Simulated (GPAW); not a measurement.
# pyrimidine-2,5-dithiol between two Pt chains: transmission at several levels, part 3 of 3

Aim: T(E), conductance and thermopower of pyrimidine-2,5-dithiol between two Pt chains, and what cheaper settings cost in accuracy.

GPAW 26.7.0; GPAW LCAO, PAW setups; Landauer transmission from Green's functions with principal layers (ASE), zero bias.

So far, transmission at the Fermi level (one spin): step 2 (double-zeta polarised basis, PBE, GPAW) 1.02; step 3 (single-zeta polarised basis, PBE, GPAW) 1.01; step 4 (GPAW, sz: basis = "sz(dzp)", PBE, GPAW) 0.946; step 5 (revPBE in the dzp basis: xc = "revPBE") 1.01; step 8 (mixing 0.25, temperature 1000, PBE, GPAW) 1.02.

## (9) Grid spacing 0.14: h = 0.14

The real-space grid carries density and potential; a coarse one breaks translation symmetry along the lead and scatters electrons that should pass.

run.py reads:

```python
import json
import numpy as np
from ase import Atoms
from ase.transport.calculators import TransportCalculator
from gpaw import GPAW, FermiDirac
from gpaw.lcao.tools import get_lcao_hamiltonian
from scipy.linalg import eigh

# The junction with lead layers at both ends, along the third cell vector
device = Atoms(
    ['Pt', 'Pt', 'Pt', 'Pt', 'Pt', 'Pt', 'Pt', 'S', 'C', 'N', 'N', 'C', 'C', 'H', 'H', 'C', 'S', 'Pt', 'Pt', 'Pt', 'Pt', 'Pt', 'Pt', 'Pt'],
    positions=[
        [6.78187, 4.50000, 1.20000],
        [6.78187, 4.50000, 3.60000],
        [6.78187, 4.50000, 6.00000],
        [6.78187, 4.50000, 8.40000],
        [6.78187, 4.50000, 10.80000],
        [6.78187, 4.50000, 13.20000],
        [6.78187, 4.50000, 15.60000],
        [5.23173, 4.65864, 17.35909],
        [5.28663, 4.82088, 19.11593],
        [6.50321, 4.86905, 19.68456],
        [4.12262, 4.88637, 19.78046],
        [6.52469, 4.99312, 21.03054],
        [4.20861, 5.00905, 21.12364],
        [7.52201, 5.03935, 21.46003],
        [3.25000, 5.06384, 21.63362],
        [5.39677, 5.06174, 21.82252],
        [5.45385, 5.23053, 23.57774],
        [6.78187, 4.50000, 25.37361],
        [6.78187, 4.50000, 27.77361],
        [6.78187, 4.50000, 30.17361],
        [6.78187, 4.50000, 32.57361],
        [6.78187, 4.50000, 34.97361],
        [6.78187, 4.50000, 37.37361],
        [6.78187, 4.50000, 39.77361]],
    cell=[[13.56375, 0.0, 0.0], [0.0, 9.0, 0.0], [0.0, 0.0, 40.97361]],
    pbc=True)

# One principal layer of the lead: the first 5 atoms of the device
lead = Atoms(
    ['Pt', 'Pt', 'Pt', 'Pt', 'Pt'],
    positions=[
        [6.78187, 4.50000, 1.20000],
        [6.78187, 4.50000, 3.60000],
        [6.78187, 4.50000, 6.00000],
        [6.78187, 4.50000, 8.40000],
        [6.78187, 4.50000, 10.80000]],
    cell=[[13.56375, 0.0, 0.0], [0.0, 9.0, 0.0], [0.0, 0.0, 12.0]],
    pbc=True)

settings = dict(mode='lcao', basis='dzp', xc='PBE', h=0.14,
                occupations=FermiDirac(0.1), maxiter=250,
                mixer=dict(beta=0.1, nmaxold=8, weight=100.0),
                convergence=dict(density=0.0001))
energies = np.arange(-3, 3 + 1e-9, 0.075)
eta = 0.0001
n1, n2 = 1, 1
# k and -k transmit alike, so half of the mesh across the current serves
mesh = [(i, j) for i in range(n1) for j in range(n2) if (i, j) <= (-i % n1, -j % n2)]
weights = np.array([1 if (i, j) == (-i % n1, -j % n2) else 2 for i, j in mesh]) / (n1 * n2)


def ground_state(atoms, size, txt):
    atoms.calc = GPAW(kpts={'size': size, 'gamma': True}, symmetry={'tolerance': 1e-3}, txt=txt, **settings)
    atoms.get_potential_energy()
    return atoms.calc.get_fermi_level()


def blocks(atoms, fermi, points, nz, cells):
    """H - E_F S and S between cell 0 and the cells above it, at each point across the current."""
    kz = np.arange(nz) / nz
    calc = atoms.calc.fixed_density(kpts=[(*k, z) for k in points for z in kz], symmetry='off', txt=None)
    H, S = get_lcao_hamiltonian(calc)
    H = (H - fermi * S).reshape(len(H), len(points), nz, *S.shape[1:])
    S = S.reshape(H.shape[1:])
    phases = [np.exp(-2j * np.pi * kz * R) / nz for R in cells]
    return [(np.einsum('skzij,z->ksij', H, p), np.einsum('kzij,z->kij', S, p)) for p in phases]


def pair(a, b):
    return np.block([[a, b], [b.T.conj(), a]])


def count_channels(h, s, cells, nk=240):
    """Half the number of times that the lead's bands cross each energy, unfolded to its shortest repeat."""
    b = len(h) // cells
    bands = []
    for k in (np.arange(nk + 1) + 0.5) / nk:
        hk, sk = h[:b, :b].copy(), s[:b, :b].copy()
        for R in range(1, cells):
            phase, block = np.exp(2j * np.pi * k * R), slice(R * b, (R + 1) * b)
            hk += h[:b, block] * phase + (h[:b, block] * phase).T.conj()
            sk += s[:b, block] * phase + (s[:b, block] * phase).T.conj()
        w, u = eigh(sk)
        x = u[:, w > 1e-5] / w[w > 1e-5]**0.5  # drop near-dependent combinations
        bands.append(np.r_[eigh(x.T.conj() @ hk @ x, eigvals_only=True), [1e9] * (w <= 1e-5).sum()])
    below = np.array(bands)[:, :, None] < energies
    return (below[1:] != below[:-1]).sum((0, 1)) / 2


fermi_lead = ground_state(lead, (1, 1, 10), 'lead.txt')
fermi_device = ground_state(device, (1, 1, 2), 'device.txt')
T, channels, eigen, tail, misfit, shifts = [], [], [], 0.0, 0.0, []
for first in range(0, len(mesh), 192):
    points = [(i / n1, j / n2) for i, j in mesh[first:first + 192]]
    (H0k, S0k), (H1k, S1k), (H2k, _) = blocks(lead, fermi_lead, points, 5, range(3))
    [(Hk, Sk)] = blocks(device, fermi_device, points, 2, [0])
    tail = max(tail, abs(H2k).max())
    for H0, S0, H1, S1, H, S in zip(H0k, S0k, H1k, S1k, Hk, Sk):
        n = len(S0)
        # Shift the lead onto the potential of the device's first layer
        shift = ((H[:, 0, 0] - H0[:, 0, 0]) / S0[0, 0]).real.mean()
        shifts.append(shift)
        misfit = max(misfit, abs(H[:, :n, :n] - H0 - shift * S0).max())
        Tk, Ck, Ek = [], [], []
        for s in range(len(H)):
            t = s % len(H0)  # a lead without moments serves both spins
            h1, s1 = pair(H0[t] + shift * S0, H1[t] + shift * S1), pair(S0, S1)
            leads = dict(h1=h1, s1=s1, energies=energies, eta=eta, eta1=eta, eta2=eta)
            calc = TransportCalculator(h=H[s], s=S, eigenchannels=3, **leads)
            Tk.append(calc.get_transmission())
            Ek.append(np.sort(calc.eigenchannels_ne, axis=0)[::-1])
            Ck.append(count_channels(h1, s1, 10))
        T.append(Tk)
        channels.append(Ck)
        eigen.append(Ek)
T, channels = np.array(T), np.array(channels)
mean, open_channels = np.einsum('kse,k->se', T, weights), np.einsum('kse,k->se', channels, weights)

print(f'basis functions: device {len(S)}, principal layer {n}')
print(f'Fermi level: lead {fermi_lead:.4f} eV, device {fermi_device:.4f} eV; lead shifted by {np.mean(shifts):.4f} eV')
print(f'largest coupling past the next layer {tail:.2e} eV, largest misfit of the first layer {misfit:.3f} eV')
print('  E-E_F (eV)   ' + 'T (one spin)  channels')
for e, t, c in zip(energies, mean.T, open_channels.T):
    print(f'{e:10.3f}  ', *[f'{x:11.4e}' for x in t], *[f'{x:9.4f}' for x in c])

kT = 8.617333e-5 * 300
fine = np.linspace(energies[0], energies[-1], 4001)
both = np.exp(np.interp(fine, energies, np.log(np.maximum(mean.sum(0) * 2 / len(mean), 1e-30))))
fermi = lambda mu: 1 / (1 + np.exp(np.clip((fine - mu) / kT, -200, 200)))
slope = fermi(0) * (1 - fermi(0)) / kT
G = np.trapezoid(both * slope, fine) / 2
seebeck = -np.trapezoid(both * slope * fine, fine) / (2 * G * 300) * 1e6
print(f'conductance at 300 K: {G:.5g} G0 a cell; thermopower {seebeck:.4g} uV/K')
bias = [0.1, 0.2, 0.5, 1.0, 1.5, 2.0]
current = [38.74 * np.trapezoid(both * (fermi(V / 2) - fermi(-V / 2)), fine) for V in bias]
for V, I in zip(bias, current):
    print(f'current from the zero-bias T(E) at {V} V: {I:.5g} uA')
zero = abs(energies).argmin()
json.dump(dict(energies=energies.tolist(), T=mean.tolist(), channels=open_channels.tolist(), G=G, seebeck=seebeck,
               bias=bias, current=current, tail=tail, misfit=misfit, shift=np.mean(shifts), n_device=len(S), n_lead=n,
               fermi=[fermi_lead, fermi_device], energy=device.get_potential_energy(),
               moments=device.get_magnetic_moments().tolist(), mesh=mesh, weights=weights.tolist(),
               T_k=T[:, :, zero].tolist(), eigen=np.array(eigen[0]).tolist()), open('result.json', 'w'))
```

Launch:

```bash
> OMP_NUM_THREADS=1 OPENBLAS_NUM_THREADS=1 python run.py
```

The log of the run:

```text
basis functions: device 492, principal layer 135
Fermi level: lead -4.9907 eV, device -4.8691 eV; lead shifted by 0.0040 eV
largest coupling past the next layer 8.09e-06 eV, largest misfit of the first layer 0.228 eV
  E-E_F (eV)   T (one spin)  [channel counts left out]
    -3.000    3.4255e-01
    -2.925    5.2597e-01
    -2.850    7.5430e-01
    -2.775    9.6882e-01
    -2.700    1.0685e+00
    -2.625    1.0397e+00
    -2.550    9.6009e-01
    -2.475    8.9222e-01
    -2.400    8.5685e-01
    -2.325    8.5320e-01
    -2.250    8.7525e-01
    -2.175    9.1306e-01
    -2.100    9.5582e-01
    -2.025    9.9193e-01
    -1.950    1.0131e+00
    -1.875    1.0184e+00
[...]
2.475    1.3177e-03
     2.550    1.2120e-03
     2.625    9.3988e-06
     2.700    8.5841e-04
     2.775    7.3315e-04
     2.850    5.8166e-04
     2.925    4.1052e-04
     3.000    2.2239e-04
conductance at 300 K: 0.99756 G0 a cell; thermopower 3.267 uV/K
current from the zero-bias T(E) at 0.1 V: 7.6846 uA
current from the zero-bias T(E) at 0.2 V: 15.108 uA
current from the zero-bias T(E) at 0.5 V: 34 uA
current from the zero-bias T(E) at 1.0 V: 60.568 uA
current from the zero-bias T(E) at 1.5 V: 85.248 uA
current from the zero-bias T(E) at 2.0 V: 110.49 uA
```

It took 14 min on 1 thread of Arm Neoverse V1, shared host; peak memory 5.5 GiB.

Numbers from this step:

```yaml
conductance: 0.9976 G₀
thermopower: 3.267 μV/K
largest_misfit_of_the_first_principal_layer: 0.2279 eV
shift_that_aligns_the_lead: 0.003978 eV
```

One spin. Table of transmission, zone mean by energy, zero at the Fermi level:

energy (eV), transmission, zone mean and a bar:
```
  -3.0000       0.34 #######
  -2.7750       0.97 ####################
  -2.7000       1.07 ######################
  -2.4750       0.89 ###################
  -2.2500       0.88 ##################
  -2.0250       0.99 #####################
  -1.8750       1.02 #####################
  -1.7250       1.01 #####################
  -1.5000       0.95 ####################
  -1.2750       0.46 ##########
  -0.9750       1.10 #######################
  -0.8250       1.44 ##############################
  -0.7500       1.29 ###########################
  -0.5250       1.00 #####################
  -0.3750       1.08 ######################
  -0.2250       0.70 ###############
  -0.0750       1.02 #####################
   0.0000       1.02 #####################
   0.2250       0.69 ##############
   0.5250       0.25 #####
   0.7500       0.02 
   0.9750       0.01 
   1.2750       0.00 
   1.5000       0.00 
   1.7250       0.00 
   2.0250       0.00 
   2.2500       0.00 
   2.4750       0.00 
   2.7750       0.00 
   3.0000       0.00
```

Not self-consistent under bias; the bias window is split evenly. The current through one cell, from the zero-bias transmission by bias:

| bias (V) | current through one cell, from the zero-bias transmission (μA) |
| --- | --- |
| 0.100 | 7.68 |
| 0.200 | 15.1 |
| 0.500 | 34.0 |
| 1.000 | 60.6 |
| 1.500 | 85.2 |
| 2.000 | 110 |

Table of transmission of the three most open eigenchannels by energy, zero at the Fermi level:

| energy (eV) | channel 1 | channel 2 | channel 3 |
| --- | --- | --- | --- |
| -3.00 | 0.305 | 0.0379 | 1.7e-5 |
| -2.77 | 0.885 | 0.0840 | 2.4e-5 |
| -2.55 | 0.772 | 0.188 | 3.4e-5 |
| -2.40 | 0.584 | 0.273 | 3.5e-5 |
| -2.17 | 0.750 | 0.163 | 1.5e-5 |
| -1.95 | 0.960 | 0.0533 | 2.8e-5 |
| -1.73 | 0.989 | 0.0146 | 0.00117 |
| -1.57 | 0.968 | 0.00615 | 0.00520 |
| -1.35 | 0.661 | 0.0363 | 0.0126 |
| -1.12 | 0.416 | 0.202 | 0.0408 |
| -0.90 | 0.975 | 0.347 | 0.0787 |
| -0.75 | 0.707 | 0.543 | 0.0431 |
| -0.53 | 0.762 | 0.210 | 0.0292 |
| -0.30 | 0.761 | 0.0792 | 0.0112 |
| -0.07 | 0.965 | 0.0465 | 0.00818 |
| 0.00 | 0.975 | 0.0373 | 0.00705 |
| 0.07 | 0.907 | 0.0301 | 0.00524 |
| 0.30 | 0.532 | 0.0203 | 7.8e-5 |
| 0.53 | 0.230 | 0.0164 | 6.8e-6 |
| 0.75 | 0.0193 | 4.4e-9 | 0 |
| 0.90 | 0.0103 | 0 | 0 |
| 1.12 | 0.00631 | 1.2e-12 | 0 |
| 1.35 | 0.00445 | 1.4e-12 | 0 |
| 1.57 | 0.00337 | 1.8e-12 | 0 |
| 1.73 | 0.00286 | 2.0e-12 | 0 |
| 1.95 | 0.00228 | 2.6e-12 | 0 |
| 2.17 | 0.00183 | 3.3e-12 | 0 |
| 2.40 | 0.00144 | 4.4e-12 | 0 |
| 2.55 | 0.00121 | 5.5e-12 | 0 |
| 2.77 | 7.3e-4 | 7.6e-12 | 0 |
| 3.00 | 2.2e-4 | 1.2e-11 | 0 |

The conductance equals that of the dzp run to 0.2 %.

## (10) Summary of results

```
conductance                                        : 0.998 G₀
transmission at the Fermi level, mean of the spins : 1.02
thermopower                                        : 3.28 μV/K
```

In words: In the dzp basis the junction conducts 0.998 G₀ at 300 K, with T = 1.02 a spin at the Fermi level; the sz basis reaches that conductance within 10 %. At the Fermi level the three most open eigenchannels pass 0.97, 0.037 and 0.0070. Measured against the first run (dzp), the nearest curve is that of dzp-revPBE (r.m.s. 0.019) and the farthest that of szp (0.16). Over the compared runs wall time goes from 373 s (sz) to 691 s (dzp-revPBE), on a shared host. The geometry was built from estimated bond lengths and not relaxed, so the numbers describe this model structure. The run had no spin polarisation, so a magnetic state, which chains and small molecules with open shells often have, wasn't tested. Spin-orbit coupling is left out, which matters for the heavy atoms here. Semilocal functionals put molecular levels too near the Fermi level, so such conductances usually come out too high, and chain electrodes have a sharper density of states than real ones. An evenly spaced straight chain is an idealisation: free chains tend to dimerise, zigzag or, where a band edge lies near the Fermi level, turn magnetic. The currents use the zero-bias T(E) throughout, which holds only while the bias is small against the distance to the nearest feature. The energy step is wider than the thermal energy, so the conductance and thermopower rest on interpolation of T(E).

[Logs are printed without paths, hosts, clocks, repeated set-up lines and the standing remarks that a program may print on its own settings, such as how far it seeks lower states.]

[Hosts, paths, dates, database ids (printed as entryN), source tags and the programs' standing remarks are cut or masked in the printed files.]
